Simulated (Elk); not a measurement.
# Fixed-spin-moment curve of Fe, part 2 of 2

How stiff is the moment of Fe, and are there other minima?

Elk 11.2.3 (patched build); LDA (Perdew-Wang); all-electron APW+lo, Dirac cores, scalar-relativistic bands.

So far, magnetization (μB): step 2 (unconstrained state) 2.23.

The database entry behind the starting cell differs from later determinations by our own check (an axis about 0.7 % long against later determinations), so it need not match the best structure at ambient conditions.

### 3. Moment fixed at 2.153 μB

Holding the total moment away from its free value maps the energy around and beyond the minimum.

A uniform field is adjusted until the total moment meets the target; the run goes on from the state before.

elk.in reads:

```
tasks
  1

xctype
  3

rgkmax
  7.0

nempty
  10

swidth
  0.003

reducebf
  0.5

epsengy
  1e-05

maxscl
  120

spinpol
  .true.

fsmtype
  1

momfix
  0.000000 0.000000 2.153000

taufsm
  0.01

sppath
  './'

avec
  -2.72687479783 2.72687479783 2.72687479783
  2.72687479783 -2.72687479783 2.72687479783
  2.72687479783 2.72687479783 -2.72687479783

atoms
  1
  'Fe.in'
  1
  0.0000000000 0.0000000000 0.0000000000   0.000000 0.000000 -0.000140

ngridk
  14 14 14
```

Command:

```sh
$ OMP_NUM_THREADS=4 elk
```

Numbers of over 12 decimals in the logs are rounded to 6 here.

Log:

```text
Warning(init1): few empty states an atom for a second variation :    10.00000000
 they are its basis, with spin, DFT+U, afieldc (12 by default), in Hartree-Fock and RDMFT; 30 and more for pressures

--- INFO.OUT ---
┌─────────────────────────┐
│ Elk code version 11.2.3 │
└─────────────────────────┘

All units are atomic (Hartree, Bohr, etc.)

┌──────────────────────────────────────────┐
│ Ground-state run resuming from STATE.OUT │
└──────────────────────────────────────────┘

Lattice vectors :
  -2.726874798       2.726874798       2.726874798
   2.726874798      -2.726874798       2.726874798
   2.726874798       2.726874798      -2.726874798

Species : 1 (Fe)
 muffin-tin radius :    2.336542848
 atomic positions (lattice), magnetic fields (Cartesian) :
  1 :   0.00000000  0.00000000  0.00000000    0.00000000  0.00000000  0.00000000

Total number of atoms per unit cell :    1
Total muffin-tin volume :    53.43303687
 ratio of muffin-tin to unit cell volume :   0.6588010343

Spin treatment :
 spin-polarised
 global magnetic field (Cartesian) :    0.000000000       0.000000000       0.000000000
 collinear magnetisation in z-direction
 fixed spin moment (FSM) calculation, type :    1
  fixing total moment to (Cartesian) :
     0.000000000       0.000000000       2.153000000

Number of Bravais lattice symmetries :   48
Number of crystal symmetries         :   48
Crystal has inversion symmetry
Real symmetric eigensolver will be used

k-point grid :     14    14    14
k-point offset :    0.000000000       0.000000000       0.000000000
k-point set is reduced with full crystal symmetry group
Total number of k-points :      104

Muffin-tin radius times maximum |G+k| :    7.000000000
 using average radius
Maximum |G+k| for APW functions       :    2.995879150
Maximum (1/2)|G+k|²                   :    4.487645939
Maximum |G| for potential and density :    12.00000000
Constant for pseudocharge density :    7
 order of it for each species :   14
 order of it for pair densities of each species (exact exchange by exxq0 0: 14) :   10
Radial integration step length :    1

G-vector grid sizes :     20    20    20
Number of G-vectors :     2347

Maximum angular momentum used for
 APW functions            :    8
 outer part of muffin-tin :    6

Number of empty states         :     10
Total number of valence states :     38
Total number of core states    :     10

Third-order local-orbitals added for an l without core states : T
Total number of local-orbitals :     23

Exchange-correlation functional :      3     0     0
 Perdew-Wang/Ceperley-Alder, Phys. Rev. B 45, 13244 (1992)
 gradient requirement :    0
 local density approximation (LDA)

Smearing type :    3
 Fermi-Dirac
Smearing width :   0.3000000000E-02
Effective electronic temperature (K) :    947.3250744

Mixing type :    1
 Adaptive linear mixing

Potential read in from STATE.OUT

┌──────────────────────────────┐
│ Self-consistent loop started │
└──────────────────────────────┘

[... earlier loops left out ...]

┌──────────────────┐
│ Loop number : 28 │
└──────────────────┘

Energies :
 Fermi                       :     0.280381
 sum of occupied eigenvalues :     -735.62898186169
 electron kinetic            :      1287.0184667345
 core electron kinetic       :      1146.2835983198
 Coulomb                     :     -2503.9432832001
 Coulomb potential           :     -1951.6405482207
 nuclear-nuclear             :     -225.54407463171
 electron-nuclear            :     -2614.1589705474
 Hartree                     :      335.75976197901
 Madelung                    :     -1528.1230090898
 xc potential                :     -70.919488165564
 xc effective B-field        :    -0.93502508355344E-01
 external B-field            :      0.000000
 exchange                    :     -51.424631342305
 correlation                 :     -2.223184
 electron entropic           :    -0.82987146739354E-03
 total energy                :     -1270.5734621178
 (external B-field energy excluded from total)

Density of states at Fermi energy :    27.41120693
 (states/Hartree/unit cell)

Estimated indirect band gap :   0.1716138976E-03
 from k-point 62 to k-point 3
Estimated direct band gap   :   0.6689718596E-02
 at k-point 103

Charges :
 core                        :    10.00000000
 valence                     :    16.00000000
 interstitial                :    1.031532132
 muffin-tins (core leakage)
  species : 1 (Fe)
   atom 1                    :    24.96846787     ( -0.3589114691E-05)
 total in muffin-tins        :    24.96846787
 total calculated charge     :    26.00011576
 total charge                :    26.00000000
 error                       :   0.1157639268E-03

Moments :
 interstitial                :  -0.3054372057E-01
 muffin-tins
  species : 1 (Fe)
   atom 1                    :    2.183578861
 total in muffin-tins        :    2.183578861
 total moment                :    2.153035141

FSM global effective field   :   0.2829125918E-02

┌──────────────────────────────┐
│ Self-consistent loop stopped │
└──────────────────────────────┘

Wrote STATE.OUT
```

The job ended after 17 s (4 threads of Arm Neoverse V1, shared host; peak memory 0.08 GiB; 60 s of CPU time).

Read from the output:

| Property | Result |
| --- | --- |
| magnetization | 2.153 μB |

It lies 2.95 meV a cell above the free run.

### 4. Moment fixed at 1.723 μB

elk.in: that of step 3 with these lines changed.

```diff
@@ -31,3 +31,3 @@
 momfix
-  0.000000 0.000000 2.153000
+  0.000000 0.000000 1.723000
```

Command:

```sh
$ OMP_NUM_THREADS=4 elk
```

Log:

```text
Warning(init1): few empty states an atom for a second variation :    10.00000000
 they are its basis, with spin, DFT+U, afieldc (12 by default), in Hartree-Fock and RDMFT; 30 and more for pressures

--- INFO.OUT ---
┌─────────────────────────┐
│ Elk code version 11.2.3 │
└─────────────────────────┘

All units are atomic (Hartree, Bohr, etc.)

┌──────────────────────────────────────────┐
│ Ground-state run resuming from STATE.OUT │
└──────────────────────────────────────────┘

Lattice vectors :
[...]
atom 1                    :    24.96717742     ( -0.3589115215E-05)
 total in muffin-tins        :    24.96717742
 total calculated charge     :    26.00013539
 total charge                :    26.00000000
 error                       :   0.1353949103E-03

Moments :
 interstitial                :  -0.3712223239E-01
 muffin-tins
  species : 1 (Fe)
   atom 1                    :    1.760096864
 total in muffin-tins        :    1.760096864
 total moment                :    1.722974631

FSM global effective field   :   0.8992407569E-02

┌──────────────────────────────┐
│ Self-consistent loop stopped │
└──────────────────────────────┘

Wrote STATE.OUT

[key lines of the parts left out:]
total energy                :     -1270.5705627333
```

Elapsed: 27 s, on 4 threads; peak memory 0.08 GiB; 95 s of CPU time.

This step gave:

```
magnetization : 1.723 μB
```

It lies 81.8 meV a cell above the free run.

### 5. Moment fixed at 3.014 μB

elk.in: that of step 4 with these lines changed.

```diff
@@ -31,3 +31,3 @@
 momfix
-  0.000000 0.000000 1.723000
+  0.000000 0.000000 3.014000
```

Command:

```sh
$ OMP_NUM_THREADS=4 elk
```

Log:

```text
Warning(init1): few empty states an atom for a second variation :    10.00000000
 they are its basis, with spin, DFT+U, afieldc (12 by default), in Hartree-Fock and RDMFT; 30 and more for pressures

--- INFO.OUT ---
┌─────────────────────────┐
│ Elk code version 11.2.3 │
└─────────────────────────┘

All units are atomic (Hartree, Bohr, etc.)

┌──────────────────────────────────────────┐
│ Ground-state run resuming from STATE.OUT │
└──────────────────────────────────────────┘

Lattice vectors :
[...]
atom 1                    :    24.96280395     ( -0.3589114808E-05)
 total in muffin-tins        :    24.96280395
 total calculated charge     :    26.00012283
 total charge                :    26.00000000
 error                       :   0.1228307340E-03

Moments :
 interstitial                :   0.3653838447E-01
 muffin-tins
  species : 1 (Fe)
   atom 1                    :    2.977457051
 total in muffin-tins        :    2.977457051
 total moment                :    3.013995435

FSM global effective field   :  -0.3243178535E-01

┌──────────────────────────────┐
│ Self-consistent loop stopped │
└──────────────────────────────┘

Wrote STATE.OUT

[key lines of the parts left out:]
total energy                :     -1270.5636034231
```

It took 18 s on 4 threads; peak memory 0.07 GiB.

Read from the output:

| Item | Value |
| --- | --- |
| magnetization | 3.014 μB |

It lies 271 meV a cell above the free run.

### 6. All moments

In all 8 moments were held (0, 0.431, 0.861, 1.292, 1.723, 2.153, 2.584, 3.014 μB), each run going on from a saved state. The curve holds those that converged and the free run; sizes are given without sign.

Energy over the lowest against total spin moment:

```tsv
total spin moment (μB a cell)	energy over the lowest (meV a cell)
0.00	438
0.43	408
0.86	324
1.29	203
1.72	81.8
2.15	2.95
2.23	0
2.58	42.1
3.01	271
```

Table of slope dE/dM read from the holding field by total spin moment:

```tsv
total spin moment (μB a cell)	slope dE/dM read from the holding field (meV/μB)
0.00	0.0691
0.43	-136
0.86	-248
1.29	-300
1.72	-245
2.15	-77.0
2.58	246
3.01	883
```

### 7. Outcome

| Quantity | Value |
| --- | --- |
| moment of the free run | 2.23 μB a cell |
| moment of the lowest point | 2.23 μB a cell |
| energy at zero total moment | 438 meV a cell over the lowest |

**Reading.** The curve is lowest at 2.23 μB a cell and has risen by 271 meV at 3.01 μB. No other minimum shows on the points computed. The parallel moment gains 438 meV a cell against zero total moment. The field's energy is not in the curve.

[Logs and program files are shortened in this print: banners, set-up blocks, solver, clock and traceback lines can be left out without a mark of their own.]

[Logs are printed without paths, hosts, clocks, repeated set-up lines and the standing remarks that a program may print on its own settings, such as how far it seeks lower states.]

[Hosts, paths, dates, database ids (printed as entryN), source tags and the programs' standing remarks are cut or masked in the printed files.]

[Where a cell is said to come from a database of computed structures, the database is the Materials Project.]
